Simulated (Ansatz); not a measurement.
# ZrPbSO2 (built on the sites of a database entry of ZrPbO3): following an unstable mode, part 3 of 3

Aim: this structure of ZrPbSO2 (built on the sites of a database entry of ZrPbO3) is to be tested for unstable modes, and one is followed downhill.

Ansatz 0.2.0; DFT PBEsol, scalar-relativistic, plane waves, norm-conserving pseudopotentials.

So far. Step 5 (Energy along the mode, all amplitudes (two of the runs …): The lowest of the steps tried is at 0.32 Å, 17.6 meV/atom below the parent; the bottom of the well need not coincide with a step. Step 7 (The new phase in its own primitive cell): The largest force component left is 0.15 meV/Å and the pressure is -0.001 GPa, within the tolerances set. The cell now holds 17.22 Å³/atom. The relaxed cell has a = 4.036, c = 5.287 Å (conventional setting).

The structure was built from a prototype and need not be the compound's stable phase.

## (8) Modes of the new phase, k-mesh 6×6×4

A relaxed structure may still be a saddle point, so its zone-centre modes are computed. The response to a homogeneous field gives the Born charges and the dielectric tensor.

File input.yaml:

```yaml
crystal:
  lattice:
    - [4.0356662725, 0.0, 0.0]
    - [0.0, 4.0356662725, 0.0]
    - [0.0, 0.0, 5.2869919513]
  atoms:
    - { symbol: Zr, position: [0.0, 0.0, 0.0] }
    - { symbol: Pb, position: [0.5, 0.5, 0.5] }
    - { symbol: O, position: [0.0, 0.5, 0.9273604938] }
    - { symbol: O, position: [0.5, 0.0, 0.0726395062] }
    - { symbol: S, position: [0.0, 0.0, 0.5] }
kpoints:
  mp_grid: { grid: [6, 6, 4] }
hamiltonian:
  xc: pbesol
  pseudopotentials: { kind: nc }
scf:
  occupations: { method: fixed }
output:
  eigenvalues: true
phonons:
  method: dfpt
  dielectric: true
  rigid_motions: translations
```

Started as:

```sh
$ ansatz run input.yaml --threads 8 --pin off --max-ram 14336MiB --backend cpu --events-out ev --progress --plain --runs-dir out
```

Numbers of over 12 decimals in the logs are rounded to 6 here.

Log:

```text
[...]
Crystal: 5 atoms, lattice volume = 86.107 Å³
Basis set: ecut = 1142.878222 eV, 7581 PW (Γ), exchange–correlation on 90×90×120 points (8 copies of the dense FFT grid, shifted against one another)
Bands: 27, of which v1, the nominal top of the filled ones, is band 22 counted from 1 (21 counted from 0)
Symmetry: 8 space group operations
k-points: 76 of 144 (irreducible under 1 space group operation, time reversal used)
[...]
SCF iter   1: F=—  HF=-4479.150263 eV  |F-HF|=—  |Δ(HF+E_count)|=         —  Δρ=4.48e-2  dr2=3.06e0  ethr=3.10e-3  ⟨swp⟩=5.2  Hψ=8635  notcnv=0  defer=193
[...]
SCF iter  11: F=-4478.014784 eV  HF=-4478.014784 eV  |F-HF|=0.00e0  |Δ(HF+E_count)|=  2.76e-10  Δρ=2.23e-7  dr2=4.29e-11  ethr=1.00e-12  ⟨swp⟩=15.8  Hψ=16840  notcnv=0
SCF 1 converged in 11 iterations: F = -4478.014784 eV  dr2 = 4.29e-11
[...]
Bands: 23, of which v1, the nominal top of the filled ones, is band 22 counted from 1 (21 counted from 0)
k-points: 60
[...]
Eigensolver: Dense (60 Hₖ)
SCF iter   1: F=—  HF=-4477.999874 eV  |F-HF|=—  |Δ(HF+E_count)|=         —  Δρ=2.41e-4  dr2=3.00e-5  ethr=1.00e-1
[...]
SCF iter   4: F=-4477.999876 eV  HF=-4477.999876 eV  |F-HF|=5.50e-9  |Δ(HF+E_count)|=   8.57e-8  Δρ=1.16e-5  dr2=6.64e-8  ethr=2.21e-9
SCF 1 converged in 4 iterations: F = -4477.999876 eV  dr2 = 6.64e-8
[...]
SCF converged after 11 iterations
Free energy (F): -4478.014784 eV
[...]
Internal energy: -4478.014784 eV  (E = F + TS)
E sigma→0 (E₀):  -4478.014784 eV
Fermi energy:    9.811904 eV
[...]
--- Band table (eV; the first three rows and the last of 76) ---
  k-point 0: bands = [... 18 lower, 7.4306, 7.9413, 7.9413, 8.6135, 12.4554, 12.8591, 12.8603, 12.8603, ... 1 higher]
  k-point 1: bands = [... 18 lower, 7.3995, 7.9748, 8.0886, 8.0886, 12.3603, 12.4631, 13.2713, 13.2713, ... 1 higher]
  k-point 2: bands = [... 18 lower, 7.5343, 7.6393, 8.1982, 8.1982, 11.6009, 12.4709, 13.8005, 13.8005, ... 1 higher]
  k-point 75: bands = [... 18 lower, 5.9816, 7.9828, 7.9828, 8.8842, 13.2203, 13.4369, 13.4369, 15.7525, ... 1 higher]
[...]
ASR residual: 2.263e-4 → 0.000e0 eV/Å²; symmetrization residual: 9.673e-6 eV/Å²
  ASR residual per site (eV/Å²): 1.97e-4 2.26e-4 1.52e-4 1.52e-4 1.73e-5
[...]
ε∞ (high-frequency dielectric tensor):
       11.429942     0.000000     0.000000
        0.000000    11.429942     0.000000
        0.000000     0.000000     6.839388
[...]
Born effective charges Z* (e; rows j = field, columns β = displacement):
    site 0:
         6.31727    0.00000    0.00000
         0.00000    6.31727    0.00000
         0.00000    0.00000    5.19988
    site 1:
         5.29684    0.00000   -0.00000
         0.00000    5.29684    0.00000
         0.00000    0.00000    2.52131
    site 2:
        -1.59168    0.00000   -0.00000
         0.00000   -5.92205    0.00000
         0.00000    0.00000   -2.35939
    site 3:
        -5.92205    0.00000    0.00000
         0.00000   -1.59168    0.00000
         0.00000    0.00000   -2.35939
    site 4:
        -4.10038    0.00000    0.00000
         0.00000   -4.10038    0.00000
        -0.00000    0.00000   -3.00242
  Z* charge neutrality: 2.279e-3 e pre-enforcement
[...]
optical modes at Γ without the LO–TO term, one row a degenerate level:
      ω (cm⁻¹)  modes    IR ((D/Å)²/amu)
        -73.40      1             4.9616
         30.19      2             9.7645
        158.37      2            65.4476
        181.81      2             0.8631
        250.89      1            24.4656
        264.60      1             0.0000
        325.39      1             0.6604
        448.61      2            83.0078
  optical modes at Γ + LO–TO along q̂ = [1.0000, 0.0000, 0.0000]:
      ω (cm⁻¹)  modes    IR ((D/Å)²/amu)
        -73.40      1             4.9616
         30.19      1             4.8823
         56.15      1             0.2046
        158.37      1            32.7238
        181.48      1             0.0069
        181.81      1             0.4316
        250.89      1            24.4656
        264.60      1             0.0000
        267.80      1            11.3357
        325.39      1             0.6604
        448.61      1            41.5039
        569.97      1            67.9943
  optical modes at Γ + LO–TO along q̂ = [0.0000, 1.0000, 0.0000]:
      ω (cm⁻¹)  modes    IR ((D/Å)²/amu)
        -73.40      1             4.9616
         30.19      1             4.8823
[...]
267.80      1            11.3357
        325.39      1             0.6604
        448.61      1            41.5039
        569.97      1            67.9943
  optical modes at Γ + LO–TO along q̂ = [0.0000, 0.0000, 1.0000]:
      ω (cm⁻¹)  modes    IR ((D/Å)²/amu)
         30.19      2             9.7645
         43.31      1             0.7574
        158.37      2            65.4476
        181.81      2             0.8631
        264.60      1             0.0000
        322.59      1             0.3534
        408.00      1            28.9769
        448.61      2            83.0078
```

It took 2.2 min on 8 threads of Intel Xeon Platinum 8259CL at 2.50GHz (Skylake/Cascade Lake), shared host; peak memory 3.4 GiB.

This step gave:

| Property | Result |
| --- | --- |
| sum-rule residual before enforcement | 2.26e-4 eV/Å² |
| miss of the charge sum rule | 0.002279 e |
| estimated error of the dielectric tensor | 0.05202 |
| estimated error of the Born charges | 0.05039 e |
| point group | -42m |
| highest optical mode at the zone centre (no LO-TO term) | 448.6 cm⁻¹ |
| lowest optical zone-centre mode | -73.4 cm⁻¹ |
| mean high-frequency dielectric constant | 9.900 |
| largest Born charge (third of the trace) | 5.945 e |
| top of the zone-centre spectrum with the field | 570.0 cm⁻¹ |

Without the LO-TO term. Patterns of degenerate modes are one choice out of their space. Modes at Γ, with each element's share of the kinetic energy (negative means imaginary):

| mode | frequency (cm⁻¹) | symmetry | Zr % | Pb % | O % | S % |
| --- | --- | --- | --- | --- | --- | --- |
| 1 | -73.4 | B2 | 21 | 41 | 23 | 14 |
| 2 | 0.0 | acoustic | 25 | 57 | 9 | 9 |
| 3 | 0.0 | acoustic | 25 | 57 | 9 | 9 |
| 4 | 0.0 | acoustic | 25 | 57 | 9 | 9 |
| 5 | 30.2 | E | 32 | 36 | 32 | 0 |
| 6 | 30.2 | E | 32 | 36 | 32 | 0 |
| 7 | 158.4 | E | 25 | 1 | 13 | 61 |
| 8 | 158.4 | E | 25 | 1 | 13 | 61 |
| 9 | 181.8 | E | 14 | 6 | 52 | 28 |
| 10 | 181.8 | E | 14 | 6 | 52 | 28 |
| 11 | 250.9 | B2 | 54 | 1 | 23 | 22 |
| 12 | 264.6 | A1 | 0 | 0 | 100 | 0 |
| 13 | 325.4 | B2 | 0 | 0 | 45 | 55 |
| 14 | 448.6 | E | 4 | 0 | 94 | 1 |
| 15 | 448.6 | E | 4 | 0 | 94 | 1 |

Displacements in mode 1 (-73.4 cm⁻¹), the largest set to 1:
```
Zr1  0.00  0.00 -0.57
Pb2  0.00  0.00  0.53
O3   0.00  0.00 -1.00
O4   0.00  0.00 -1.00
S5   0.00  0.00 -0.79
```

Displacements in mode 13 (325.4 cm⁻¹), the largest set to 1:
```
Zr1  0.00  0.00  0.02
Pb2  0.00  0.00 -0.02
O3   0.00  0.00 -0.90
O4   0.00  0.00 -0.90
S5   0.00  0.00  1.00
```

Optical modes at the zone centre, without and with the macroscopic field of the longitudinal modes; each column is sorted by frequency, so a row need not hold one and the same mode. Modes with and without the field, by row:

| rank among optical modes | no field (cm⁻¹) | q along (1, 0, 0) (cm⁻¹) | q along (0, 0, 1) (cm⁻¹) |
| --- | --- | --- | --- |
| 1 | -73.4 | -73.4 | 30.2 |
| 2 | 30.2 | 30.2 | 30.2 |
| 3 | 30.2 | 56.1 | 43.3 |
| 4 | 158.4 | 158.4 | 158.4 |
| 5 | 158.4 | 181.5 | 158.4 |
| 6 | 181.8 | 181.8 | 181.8 |
| 7 | 181.8 | 250.9 | 181.8 |
| 8 | 250.9 | 264.6 | 264.6 |
| 9 | 264.6 | 267.8 | 322.6 |
| 10 | 325.4 | 325.4 | 408 |
| 11 | 448.6 | 448.6 | 448.6 |
| 12 | 448.6 | 570 | 448.6 |

Born charge (rows field, columns displacement) (e), principal values of the symmetric part by kind of site:

| atom | atoms with these values | low | middle | high | mean |
| --- | --- | --- | --- | --- | --- |
| Zr1 | 1 | 5.20 | 6.32 | 6.32 | 5.94 |
| Pb2 | 1 | 2.52 | 5.30 | 5.30 | 4.37 |
| O3 | 2 | -5.92 | -2.36 | -1.59 | -3.29 |
| S5 | 1 | -4.10 | -4.10 | -3.00 | -3.73 |

In full for S5:

```
-4.10  0.00  0.00
 0.00 -4.10  0.00
 0.00  0.00 -3.00
```

High-frequency dielectric tensor:

```
11.43  0.00  0.00
 0.00 11.43  0.00
 0.00  0.00  6.84
```

Transverse modes; imaginary modes are left out. Infrared lines, with heights relative to the strongest:

| position (cm⁻¹) | label | relative intensity |
| --- | --- | --- |
| 30 | E | 12 |
| 158 | E | 79 |
| 182 | E | 1.0 |
| 251 | B2 | 29 |
| 265 | A1 | 0.0 |
| 325 | B2 | 0.8 |
| 449 | E | 100 |

Before it was imposed, the acoustic sum rule was missed by 2.3e-4 eV/Å² and the charge sum rule by 0.0023 e. Small misses are needed for a sound result but don't prove that mesh and cutoff are converged. The lowest optical mode is imaginary, 73.4i cm⁻¹, so the energy falls along it.

The log warns of the k mesh: “the force constants stand on the 6×6×4 k-mesh, whose period is 8.70 times the interband length at k = (0.0000, -0.5000, -0.5000), direct gap 2.001 eV, under 14: take them and everything formed from them as unconverged”.

## (9) Summary of results

```json
{"unstable mode of the parent": "q = (0, 0, 0), 196i cm⁻¹", "depth at the lowest point sampled": "17.6 meV/atom", "largest atomic shift at that point": "0.32 Å", "space group reached (within 0.01 Å)": "P-4m2", "energy gained over the parent (first relaxation, on the mesh of the frozen mode)": "27.3 meV/atom", "volume per atom, phase reached": "17.2 Å³", "gap on the k-mesh, phase reached": "1.31 eV", "lowest optical zone-centre mode, phase reached": "-73.4 cm⁻¹", "highest optical mode at the zone centre (no LO-TO term), phase reached": "449 cm⁻¹"}
```

**Reading.** Along this mode the structure falls into P-4m2, 27.3 meV/atom below the parent. At the parent's cell the well is 17.55 meV/atom deep on the steps tried, with its lowest point at a shift of 0.32 Å. Relaxing atoms and cell changes the gain by +9.73 meV/atom against the lowest step (energies at zero smearing). The new phase still has an imaginary mode at the zone centre of its cell, so it is a saddle point on the way to a lower structure. Of the 2 patterns followed to their end from this parent, this one ends 99.8 meV/atom above the lowest, P4mm. Each path keeps the symmetry of its pattern, so a lower phase may lie along a pattern not tried. With the field response the log warns that the k mesh is coarse for the force constants too, so the frequencies may not be converged. Spin-orbit coupling is left out, which can matter for the heavy elements here. The starting cell was built on a prototype and not taken from a measurement, so the phase need not exist.

[Logs are printed without paths, hosts, clocks, repeated set-up lines and the standing remarks that a program may print on its own settings, such as how far it seeks lower states.]

[Hosts, paths, dates, database ids (printed as entryN), source tags and the programs' standing remarks are cut or masked in the printed files.]
